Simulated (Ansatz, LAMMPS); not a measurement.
# Charge trapping in a frame of aqueous Rb+ and F-, 4.5 mol of salt per kg of water from 330 K (117 atoms)

Aim: add and remove one electron in a frame of aqueous Rb+ and F-, 4.5 mol of salt per kg of water from 330 K (117 atoms), with atoms held and relaxed, and read trapping energy and localisation.

Calculated with Ansatz 0.2.0; Kohn-Sham DFT, PBE+D4, PAW (set soft_2), plane waves.

## (1) The starting structure

The cell holds 117 atoms: 37 O, 74 H, 3 Rb and 3 F. Its edges and angles: a = 10.567 Å, b = 10.567 Å, c = 10.567 Å, α = 90.0°, β = 90.0°, γ = 90.0°. 37 H2O, 3 Rb+, 3 F- placed at random, at 1.38 g/cm³; overlaps pushed apart, then 10 ps at 420 K with Joung-Cheatham ions (J. Phys. Chem. B 112, 9020 (2008)); SPC/E water (Berendsen, Grigera and Straatsma, J. Phys. Chem. 91, 6269 (1987)). Snapshot after 20 ps at 330 K and fixed volume.

Limits known from the start: The network of contacts between molecules at the start is that of the classical potential that made the cell, and needn't be the one that DFT or experiment would give. Only the Γ point is sampled, in a cell whose shortest periodic width is 11 Å. The liquid is relaxed first, so the results are those of a frozen frame at zero temperature.

## (2) Single point at the start

A single point comes first, to see the forces before anything moves.

The input, input.yaml:

```yaml
crystal:
  lattice:
    - [10.56729, 0.0, 0.0]
    - [0.0, 10.56729, 0.0]
    - [0.0, 0.0, 10.56729]
  atoms:
    - { symbol: O, position: [0.22306, 0.85795, 0.20912] }
    - { symbol: H, position: [0.27311, 0.82798, 0.28362] }
    - { symbol: H, position: [0.18151, 0.78398, 0.16721] }
    - { symbol: O, position: [0.918, 0.55079, 0.75088] }
    - { symbol: H, position: [0.98653, 0.51684, 0.80661] }
    - { symbol: H, position: [0.86112, 0.48004, 0.72416] }
    - { symbol: O, position: [0.15071, 0.31871, 0.51652] }
    - { symbol: H, position: [0.13699, 0.31072, 0.60981] }
    - { symbol: H, position: [0.22839, 0.27063, 0.49183] }
    - { symbol: O, position: [0.50574, 0.36733, 0.80166] }
    - { symbol: H, position: [0.48848, 0.44849, 0.84716] }
    - { symbol: H, position: [0.54721, 0.3062, 0.86081] }
    - { symbol: O, position: [0.05107, 0.58977, 0.25011] }
    - { symbol: H, position: [0.06545, 0.61387, 0.15973] }
    - { symbol: H, position: [0.97094, 0.62952, 0.28099] }
    - { symbol: O, position: [0.35783, 0.41621, 0.28271] }
    - { symbol: H, position: [0.33807, 0.37591, 0.1994] }
    - { symbol: H, position: [0.34501, 0.35314, 0.35209] }
    - { symbol: O, position: [0.81966, 0.07832, 0.30911] }
    - { symbol: H, position: [0.74176, 0.13052, 0.32182] }
    - { symbol: H, position: [0.85442, 0.05254, 0.39327] }
    - { symbol: O, position: [0.57646, 0.65994, 0.48758] }
    - { symbol: H, position: [0.53529, 0.57473, 0.48749] }
    - { symbol: H, position: [0.6122, 0.6776, 0.57341] }
    - { symbol: O, position: [0.44967, 0.44212, 0.5448] }
    - { symbol: H, position: [0.43248, 0.35574, 0.51019] }
    - { symbol: H, position: [0.47285, 0.43539, 0.63631] }
    - { symbol: O, position: [0.86664, 0.18851, 0.8127] }
    - { symbol: H, position: [0.8947, 0.0986, 0.82184] }
    - { symbol: H, position: [0.87436, 0.2326, 0.89607] }
    - { symbol: O, position: [0.2617, 0.33118, 0.08035] }
    - { symbol: H, position: [0.20868, 0.38746, 0.02579] }
    - { symbol: H, position: [0.30956, 0.2704, 0.02584] }
    - { symbol: O, position: [0.85181, 0.3781, 0.43426] }
    - { symbol: H, position: [0.84006, 0.35941, 0.52628] }
    - { symbol: H, position: [0.85248, 0.47178, 0.42093] }
    - { symbol: O, position: [0.92248, 0.35007, 0.02927] }
    - { symbol: H, position: [0.0058, 0.38092, 0.99668] }
    - { symbol: H, position: [0.85725, 0.41771, 0.01813] }
    - { symbol: O, position: [0.102, 0.26602, 0.76099] }
    - { symbol: H, position: [0.1214, 0.3348, 0.82302] }
    - { symbol: H, position: [0.02208, 0.22221, 0.78644] }
    - { symbol: O, position: [0.39848, 0.00264, 0.57114] }
    - { symbol: H, position: [0.4843, 0.02625, 0.60328] }
    - { symbol: H, position: [0.36664, 0.07053, 0.51341] }
    - { symbol: O, position: [0.97864, 0.91634, 0.81487] }
    - { symbol: H, position: [0.93094, 0.85569, 0.86964] }
    - { symbol: H, position: [0.07066, 0.8943, 0.81611] }
    - { symbol: O, position: [0.23119, 0.89057, 0.75432] }
    - { symbol: H, position: [0.23806, 0.80214, 0.72132] }
    - { symbol: H, position: [0.28074, 0.94893, 0.69869] }
    - { symbol: O, position: [0.29167, 0.5719, 0.76642] }
    - { symbol: H, position: [0.23255, 0.51491, 0.81346] }
    - { symbol: H, position: [0.35723, 0.60536, 0.82589] }
    - { symbol: O, position: [0.64488, 0.09271, 0.61663] }
    - { symbol: H, position: [0.73225, 0.06073, 0.59936] }
    - { symbol: H, position: [0.63179, 0.17476, 0.57133] }
    - { symbol: O, position: [0.53793, 0.06431, 0.86794] }
    - { symbol: H, position: [0.58508, 0.05758, 0.94971] }
    - { symbol: H, position: [0.5994, 0.0761, 0.79696] }
    - { symbol: O, position: [0.98791, 0.70845, 0.56068] }
    - { symbol: H, position: [0.95885, 0.66037, 0.63682] }
    - { symbol: H, position: [0.9692, 0.80047, 0.57244] }
    - { symbol: O, position: [0.16609, 0.06906, 0.39428] }
    - { symbol: H, position: [0.24328, 0.12016, 0.41392] }
    - { symbol: H, position: [0.18977, 0.99624, 0.33868] }
    - { symbol: O, position: [0.62948, 0.22675, 0.38006] }
    - { symbol: H, position: [0.66958, 0.30408, 0.34309] }
    - { symbol: H, position: [0.53895, 0.24498, 0.40074] }
    - { symbol: O, position: [0.69529, 0.55036, 0.01375] }
    - { symbol: H, position: [0.67027, 0.51734, 0.09883] }
    - { symbol: H, position: [0.61763, 0.57255, 0.96444] }
    - { symbol: O, position: [0.663, 0.68716, 0.73719] }
    - { symbol: H, position: [0.74482, 0.67014, 0.78157] }
    - { symbol: H, position: [0.59136, 0.65373, 0.7892] }
    - { symbol: O, position: [0.11865, 0.71229, 0.99797] }
    - { symbol: H, position: [0.13344, 0.62579, 0.96255] }
    - { symbol: H, position: [0.02575, 0.72625, 0.00936] }
    [... 33 atom lines left out ...]
    - { symbol: Rb, position: [0.03485, 0.26742, 0.26339] }
    - { symbol: Rb, position: [0.21522, 0.57011, 0.48875] }
    - { symbol: Rb, position: [0.39014, 0.85458, 0.99646] }
    - { symbol: F, position: [0.10244, 0.47048, 0.93224] }
    - { symbol: F, position: [0.35482, 0.21829, 0.43685] }
    - { symbol: F, position: [0.49994, 0.60812, 0.9109] }
kpoints:
  mp_grid: { grid: [1, 1, 1] }
hamiltonian:
  xc: pbe
  dispersion: d4
scf:
  occupations: { method: gaussian, width: 0.025 }
output:
  forces: true
```

On the command line:

```sh
> ansatz run input.yaml --threads 4 --pin off --max-ram 8192MiB --backend cpu --events-out ev --progress --plain --runs-dir out
```

Numbers of over 12 decimals in the logs are rounded to 6 here.

The program printed:

```text
Engine: ansatz 0.2.0, x86_64-unknown-linux-gnu
Pseudopotentials: kind: paw
Pseudopotential: O, paw, valence charge 6, recommended cutoff 420 eV (normal), O.paw.azcp
Pseudopotential: H, paw, valence charge 1, recommended cutoff 420 eV (normal), H.paw.azcp
Pseudopotential: Rb, paw, valence charge 9, recommended cutoff 420 eV (normal), Rb.paw.azcp
Pseudopotential: F, paw, valence charge 7, recommended cutoff 420 eV (normal), F.paw.azcp
[... 5 lines on functional and potentials left out ...]
Crystal: 117 atoms, lattice volume = 1180.024 Å³
Basis set: ecut = 420 eV, 22983 PW (Γ), exchange–correlation on 144×144×144 points (8 copies of the dense FFT grid, shifted against one another)
Bands: 289, of which v1, the nominal top of the filled ones, is band 172 counted from 1 (171 counted from 0)
Symmetry: 1 space group operations
Space group: P1 (ITA 1), of the structure as read, at distance tolerance 1.1e-4 Å
k-points: 1
[... 9 lines on functional and potentials left out ...]
Initial density: superposition of atomic densities (neutral atoms: chi_scale 0, normalization atom), corrected by the library's trained network
Initial wavefunctions: pseudopotential atomic-orbital guess
Functional: x = pbe(κ = 0.804, μ = 0.219515), c = pbe(β = 0.066725)
SCF iter   1: F=—  HF=-34423.770749 eV  |F-HF|=—  |Δ(HF+E_count)|=         —  Δρ=2.90e-3  dr2=1.15e-1  ethr=1.77e-3  ⟨swp⟩=6.0  Hψ=1350  notcnv=0  defer=52
preconditioner: auto → Resta (q_TF=auto, 2.222 Å⁻¹)  ε∞=2.3  [insulator: Δε(μ)=4.427 eV  Ē_g=17.596 eV  σ=0.025 eV  W_gap=1.00  n_scr=202 (ndim 8)  ℏωp=19.9 eV  f_vac=0.232  D(μ)=0.00/eV (n_scr^D=0)  ε∞_Penn≈2.3]
SCF iter   2: F=—  HF=-34423.712031 eV  |F-HF|=—  |Δ(HF+E_count)|=   5.87e-2  Δρ=1.57e-3  dr2=2.43e-2  ethr=3.33e-5  ⟨swp⟩=2.0  Hψ=509  notcnv=0  defer=110
SCF iter   3: F=—  HF=-34423.694350 eV  |F-HF|=—  |Δ(HF+E_count)|=   1.77e-2  Δρ=6.17e-4  dr2=6.84e-3  ethr=7.05e-6  ⟨swp⟩=2.0  Hψ=355  notcnv=0  defer=21
automatic band count: iteration 3 solves 200 bands in place of 289: the levels show a gap, and the empty bands left out lie too high to hold charge; the band table lists the bands solved (type scf.n_extra_bands for more)
SCF iter   4: F=—  HF=-34423.691564 eV  |F-HF|=—  |Δ(HF+E_count)|=   2.79e-3  Δρ=2.47e-4  dr2=6.79e-4  ethr=1.99e-6  ⟨swp⟩=2.0  Hψ=355  notcnv=0  defer=21
SCF iter   5: F=—  HF=-34423.691536 eV  |F-HF|=—  |Δ(HF+E_count)|=   2.76e-5  Δρ=1.25e-4  dr2=1.45e-4  ethr=1.97e-7  ⟨swp⟩=3.0  Hψ=352  notcnv=0  defer=21
SCF iter   6: F=—  HF=-34423.691534 eV  |F-HF|=—  |Δ(HF+E_count)|=   1.61e-6  Δρ=3.14e-5  dr2=9.25e-6  ethr=4.22e-8  ⟨swp⟩=3.0  Hψ=350  notcnv=0  defer=21
SCF iter   7: F=—  HF=-34423.692856 eV  |F-HF|=—  |Δ(HF+E_count)|=   1.32e-3  Δρ=1.55e-5  dr2=1.97e-6  ethr=2.69e-9  ⟨swp⟩=3.0  Hψ=358  notcnv=0  defer=21
SCF iter   8: F=—  HF=-34423.692855 eV  |F-HF|=—  |Δ(HF+E_count)|=   2.81e-8  Δρ=4.71e-6  dr2=1.99e-7  ethr=5.74e-10  ⟨swp⟩=3.0  Hψ=354  notcnv=0  defer=21
SCF iter   9: F=-34423.692856 eV  HF=-34423.692856 eV  |F-HF|=2.65e-9  |Δ(HF+E_count)|=   5.37e-8  Δρ=1.49e-6  dr2=2.17e-8  ethr=2.91e-11  ⟨swp⟩=5.0  Hψ=636  notcnv=0
WARN: dispersion: an atom stands within reach of a switch of its C6 between two reference coordination numbers of its element: through that C6 alone, e_disp changes by 0.025 eV or more while the distances to its neighbours run over a stretch of 0.05 Å that contains this geometry (sites counted from 0 in the run's list of atoms or, [...]
SCF 1 converged in 9 iterations: F = -34423.692856 eV  dr2 = 2.17e-8
  greatest PAW one-centre occupation: 0.973 electrons in one spin orbital (limit 2), on the Rb atom at site 112 (counted from 0), in its partial waves of l = 0
SCF converged after 9 iterations
Free energy (F): -34423.692856 eV
Harris-Foulkes:  -34423.692856 eV  (|F-HF|=2.65e-9)
Internal energy: -34423.692856 eV  (E = F + TS)
E sigma→0 (E₀):  -34423.692856 eV
Fermi energy:    0.565114 eV
--- Per-component energies (eV) ---
  E_band       = -3121.069367
  E_kinetic    = 8678.529199
  E_local      = -27293.160680  (includes V_loc(G=0)·N_el)
  E_nonlocal   = 2643.028474
  E_hartree    = 9784.904834
  E_xc         = -3996.414428
  E_vxc        = -5018.649397  (∫ρ·V_xc dr)
  E_paw        = -14362.259850  (= ΣΔE_a)
  E_vpaw       = -1700.645522  (= ΣTr[D̂ρ^β])
  E_aug_tail   = 0.012639  (compensation charges beyond the density's cutoff)
  E_ewald      = -9874.127070
  E_disp       = -4.205973  (pairwise vdW)
  E_smearing   = -0.000000  (= −TS)
  E_closure    = 0.000000  (closes the sum)
  Σ components = -34423.692856   (vs F -34423.692856, Δ=0.00e0)
--- Forces (eV/Å), atoms counted from 1 ---
  atom   1  O     -0.59244488    -0.17867231    -0.23792912
  atom   2  H      0.03840428    -0.59779541    -0.55670057
  atom   3  H      0.42169932     0.53045514     0.65142026
  atom   4  O      0.42417990    -0.23937206     0.30656878
  atom   5  H     -0.79426504     0.22081155    -0.41327311
  atom   6  H      0.17745324     0.25582759     0.24539531
  atom   7  O      0.11170123    -0.04467763     0.10668215
  atom   8  H      0.05194677    -0.40573505    -0.66048099
  atom   9  H     -0.70817900     0.62201396     0.82240482
  atom  10  O      0.47939948    -0.20080424     0.74671095
  atom  11  H      0.29910783    -0.59627367     0.10290687
  atom  12  H     -0.78204813     0.86009873    -0.51673878
  atom  13  O     -0.30086493     0.25145113    -0.24000477
  atom  14  H     -0.41993313    -0.04388087     1.05481056
[...]
atom 116  F      0.73913676    -0.22490859    -0.00218829
  atom 117  F     -0.96090147     0.10609170    -0.67583434
  max |Σ_I F_I| component: 3.95e-5 eV/Å
```

It took 11 s on 4 threads of Intel Xeon Platinum 8259CL at 2.50GHz (Skylake/Cascade Lake), shared host; peak memory 1.3 GiB; 40 s of CPU time.

The column dr2 measures how far the density is from self-consistency, as an energy; F and HF (Harris–Foulkes) agree once it is small.

The program notes that the dispersion model switches parameters near this geometry.

The r.m.s. force at the start is 0.53 eV/Å.

## (3) Relaxation

With the cell held, the atoms are moved downhill towards a nearby minimum.

The input, input.yaml:

```yaml
crystal:
  lattice:
    - [10.56729, 0.0, 0.0]
    - [0.0, 10.56729, 0.0]
    - [0.0, 0.0, 10.56729]
  atoms:
    [... the 117 atom lines of step 2 ...]
kpoints:
  mp_grid: { grid: [1, 1, 1] }
hamiltonian:
  xc: pbe
  dispersion: d4
scf:
  occupations: { method: gaussian, width: 0.025 }
output:
  forces: true
relax:
  f_tol: 0.06
  max_steps: 150
```

The program printed:

```text
[...]
Crystal: 117 atoms, lattice volume = 1180.024 Å³
Basis set: ecut = 420 eV, 22983 PW (Γ), exchange–correlation on 144×144×144 points (8 copies of the dense FFT grid, shifted against one another)
Bands: 289, of which v1, the nominal top of the filled ones, is band 172 counted from 1 (171 counted from 0)
Symmetry: 1 space group operations
[...]
k-points: 1
[...]
SCF iter   1: F=—  HF=-34423.770750 eV  |F-HF|=—  |Δ(HF+E_count)|=         —  Δρ=2.90e-3  dr2=1.15e-1  ethr=1.77e-3  ⟨swp⟩=6.0  Hψ=1350  notcnv=0  defer=52
[...]
SCF iter   5: F=—  HF=-34423.692876 eV  |F-HF|=—  |Δ(HF+E_count)|=   1.52e-5  Δρ=1.26e-4  dr2=1.47e-4  ethr=1.97e-7  ⟨swp⟩=3.0  Hψ=352  notcnv=0  defer=110
SCF iter   6: F=-34423.692852 eV  HF=-34423.692855 eV  |F-HF|=2.13e-6  |Δ(HF+E_count)|=   2.12e-5  Δρ=3.11e-5  dr2=9.34e-6  ethr=2.62e-8  ⟨swp⟩=3.0  Hψ=870  notcnv=0
[...]
SCF 1 converged in 6 iterations: F = -34423.692852 eV  dr2 = 9.34e-6
[...]
relax step   1: F+E_penalty+E_count = -34423.69285246 eV  Δ(F+E_penalty+E_count) = +0.000e0 eV  max|allowed force component| = 1.543e0 eV/Å  Δτ_max = 0.0000 Å  (6 SCF iters, dr2 threshold 9.00e-5 eV, accepted)
[... from here on, the SCF cycles and remarks between the steps are left out ...]
relax step   2: F+E_penalty+E_count = -34426.64692848 eV  Δ(F+E_penalty+E_count) = -2.954e0 eV  max|allowed force component| = 1.521e0 eV/Å  Δτ_max = 0.1950 Å  (7 SCF iters, dr2 threshold 1.00e-4 eV, accepted)
relax step   3: F+E_penalty+E_count = -34427.76474172 eV  Δ(F+E_penalty+E_count) = -1.118e0 eV  max|allowed force component| = 1.788e0 eV/Å  Δτ_max = 0.1905 Å  (7 SCF iters, dr2 threshold 1.00e-4 eV, accepted)
relax step   4: F+E_penalty+E_count = -34428.39876535 eV  Δ(F+E_penalty+E_count) = -6.340e-1 eV  max|allowed force component| = 1.146e0 eV/Å  Δτ_max = 0.1940 Å  (6 SCF iters, dr2 threshold 1.00e-4 eV, accepted)
relax step   5: F+E_penalty+E_count = -34428.89181095 eV  Δ(F+E_penalty+E_count) = -4.930e-1 eV  max|allowed force component| = 5.118e-1 eV/Å  Δτ_max = 0.2000 Å  (6 SCF iters, dr2 threshold 1.00e-4 eV, accepted)
relax step   6: F+E_penalty+E_count = -34429.14243565 eV  Δ(F+E_penalty+E_count) = -2.506e-1 eV  max|allowed force component| = 2.301e-1 eV/Å  Δτ_max = 0.2000 Å  (6 SCF iters, dr2 threshold 5.23e-5 eV, accepted)
relax step   7: F+E_penalty+E_count = -34429.31981261 eV  Δ(F+E_penalty+E_count) = -1.774e-1 eV  max|allowed force component| = 2.608e-1 eV/Å  Δτ_max = 0.1940 Å  (7 SCF iters, dr2 threshold 1.06e-5 eV, accepted)
relax step   8: F+E_penalty+E_count = -34429.45167152 eV  Δ(F+E_penalty+E_count) = -1.319e-1 eV  max|allowed force component| = 1.913e-1 eV/Å  Δτ_max = 0.1948 Å  (6 SCF iters, dr2 threshold 1.38e-5 eV, accepted)
relax step   9: F+E_penalty+E_count = -34429.56239112 eV  Δ(F+E_penalty+E_count) = -1.107e-1 eV  max|allowed force component| = 3.347e-1 eV/Å  Δτ_max = 0.1949 Å  (6 SCF iters, dr2 threshold 1.97e-5 eV, accepted)
relax step  10: F+E_penalty+E_count = -34429.65227663 eV  Δ(F+E_penalty+E_count) = -8.989e-2 eV  max|allowed force component| = 5.078e-1 eV/Å  Δτ_max = 0.1962 Å  (6 SCF iters, dr2 threshold 6.02e-5 eV, accepted)
relax step  11: F+E_penalty+E_count = -34429.75752271 eV  Δ(F+E_penalty+E_count) = -1.052e-1 eV  max|allowed force component| = 3.177e-1 eV/Å  Δτ_max = 0.1940 Å  (6 SCF iters, dr2 threshold 1.00e-4 eV, accepted)
relax step  12: F+E_penalty+E_count = -34429.83939331 eV  Δ(F+E_penalty+E_count) = -8.187e-2 eV  max|allowed force component| = 1.851e-1 eV/Å  Δτ_max = 0.1948 Å  (6 SCF iters, dr2 threshold 3.95e-5 eV, accepted)
relax step  13: F+E_penalty+E_count = -34429.89150281 eV  Δ(F+E_penalty+E_count) = -5.211e-2 eV  max|allowed force component| = 3.276e-1 eV/Å  Δτ_max = 0.1956 Å  (6 SCF iters, dr2 threshold 1.16e-5 eV, accepted)
relax step  14: F+E_penalty+E_count = -34429.93507655 eV  Δ(F+E_penalty+E_count) = -4.357e-2 eV  max|allowed force component| = 2.678e-1 eV/Å  Δτ_max = 0.1919 Å  (6 SCF iters, dr2 threshold 3.64e-5 eV, accepted)
relax step  15: F+E_penalty+E_count = -34429.97175909 eV  Δ(F+E_penalty+E_count) = -3.668e-2 eV  max|allowed force component| = 3.436e-1 eV/Å  Δτ_max = 0.1939 Å  (5 SCF iters, dr2 threshold 4.79e-5 eV, accepted)
relax step  16: F+E_penalty+E_count = -34429.98527855 eV  Δ(F+E_penalty+E_count) = -1.352e-2 eV  max|allowed force component| = 1.373e-1 eV/Å  Δτ_max = 0.0864 Å  (5 SCF iters, dr2 threshold 7.89e-5 eV, accepted)
relax step  17: F+E_penalty+E_count = -34429.95123528 eV  Δ(F+E_penalty+E_count) = +3.404e-2 eV  max|allowed force component| = 1.975e-1 eV/Å  Δτ_max = 0.2000 Å  (9 SCF iters, rejected (line search))
relax step  18: F+E_penalty+E_count = -34429.99344292 eV  Δ(F+E_penalty+E_count) = -8.164e-3 eV  max|allowed force component| = 9.943e-2 eV/Å  Δτ_max = 0.0571 Å  (9 SCF iters, accepted)
relax step  19: F+E_penalty+E_count = -34429.99522737 eV  Δ(F+E_penalty+E_count) = -1.784e-3 eV  max|allowed force component| = 5.424e-2 eV/Å  Δτ_max = 0.0222 Å  (8 SCF iters, accepted)
SCF converged after 8 iterations
Free energy (F): -34429.995227 eV
[...]
Internal energy: -34429.995227 eV  (E = F + TS)
E sigma→0 (E₀):  -34429.995227 eV
Fermi energy:    0.550707 eV
[...]
Σ components = -34429.995227   (vs F -34429.995227, Δ=0.00e0)
--- Forces (eV/Å), atoms counted from 1 ---
  atom   1  O     -0.00792305    -0.00844281    -0.01233678
  atom   2  H     -0.00132744     0.00327048    -0.00158859
  atom   3  H      0.00639457     0.01276957     0.00429425
  atom   4  O     -0.00040811     0.00124459    -0.00192605
[...]
atom 117  F      0.00063702     0.00490545    -0.00725581
  max |Σ_I F_I| component: 2.33e-5 eV/Å
--- Relaxed structure (19 steps of the walk, 18 accepted, 0 SCFs on fresh bases) ---
  F+E_penalty+E_count = -34429.99522737 eV   max|allowed force component| = 5.424e-2 eV/Å
  atoms:
    - { symbol: O, position: [0.188192, 0.866330, 0.240998] }
    - { symbol: H, position: [0.261687, 0.837108, 0.292566] }
    - { symbol: H, position: [0.162020, 0.796124, 0.185018] }
    - { symbol: O, position: [0.898940, 0.585586, 0.759198] }
[...]
- { symbol: F, position: [0.505425, 0.593311, 0.881487] }
```

The job ended after 3.6 min (4 threads; peak memory 1.3 GiB).

The relaxation converged after 19 steps, 6.30 eV below its start, with a largest force component of 0.054 eV/Å.

(Part 1 of 4 ends here.)

[Logs are printed without paths, hosts, clocks, repeated set-up lines and the standing remarks that a program may print on its own settings, such as how far it seeks lower states.]

[Hosts, paths, dates, database ids (printed as entryN), source tags and the programs' standing remarks are cut or masked in the printed files.]
